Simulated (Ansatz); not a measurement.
In doubt: masses and optical values from hybrid runs of this build are listed as unsure (in some of the runs), which bears on the screening that GW takes from such a start.

AsP (puckered monolayer), computed twice by G0W0.

The cell holds 4 atoms: 2 P and 2 As. Cell: a = 4.368 Å, b = 3.507 Å, c = 28.000 Å, α = 90.0°, β = 90.0°, γ = 90.0°. Vacuum lies along c.

```xyz
4
Lattice="4.3684 0.0000 0.0000 0.0000 3.5071 0.0000 0.0000 0.0000 28.0000" Properties=species:S:1:pos:R:3
P     0.2451    0.0000   15.0718
As    1.8329    1.7535   15.1957
As    2.5355    1.7535   12.8043
P     4.1233    0.0000   12.9282
```

The structure was relaxed with PBEsol. The runs that relaxed it are not among those shown.

The first (Ansatz 0.2.0; start HSE06, 4×4×1 mesh, 386 empty bands, screening to 54 eV, PAW set soft_1 files; 4 threads of Arm Neoverse V1, shared host) gave, on its mesh: starting gap 1.33 eV, G0W0 gap 1.72 eV, mean of 1 + 4πα/V (set by the cell height) 2.47, 10 min.

The second gave: starting gap 0.67 eV, G0W0 gap 1.24 eV, mean of 1 + 4πα/V (set by the cell height) 3.97, 2 min.

Q: What was changed in the input? Choose among start, files, mesh, bands and cutoff, frequency model or another key.

Changed: start from HSE06 to PBEsol and frequency model from contour deformation to plasmon pole. A jump of this size in the start, with ε∞ moving the other way, marks another functional. Other changes could give like numbers; this is the one that was made.

Limits: not at the basis limit; coarse mesh for a sheet; no spin-orbit coupling.

[Paths, hosts, dates, memory and timing lines, banners, echoed tables and standing remarks are left out of the program output.]

[Logs are printed without paths, hosts, clocks, repeated set-up lines and the standing remarks that a program may print on its own settings, such as how far it seeks lower states.]

[Runs of the session that timed out or met a known fault of the program may be left out.]

[Cells called generated may have been cut or substituted from an entry of the Crystallography Open Database or the Materials Project.]

[Hosts, paths, dates, database ids (printed as entryN), source tags and the programs' standing remarks are cut or masked in the printed files.]
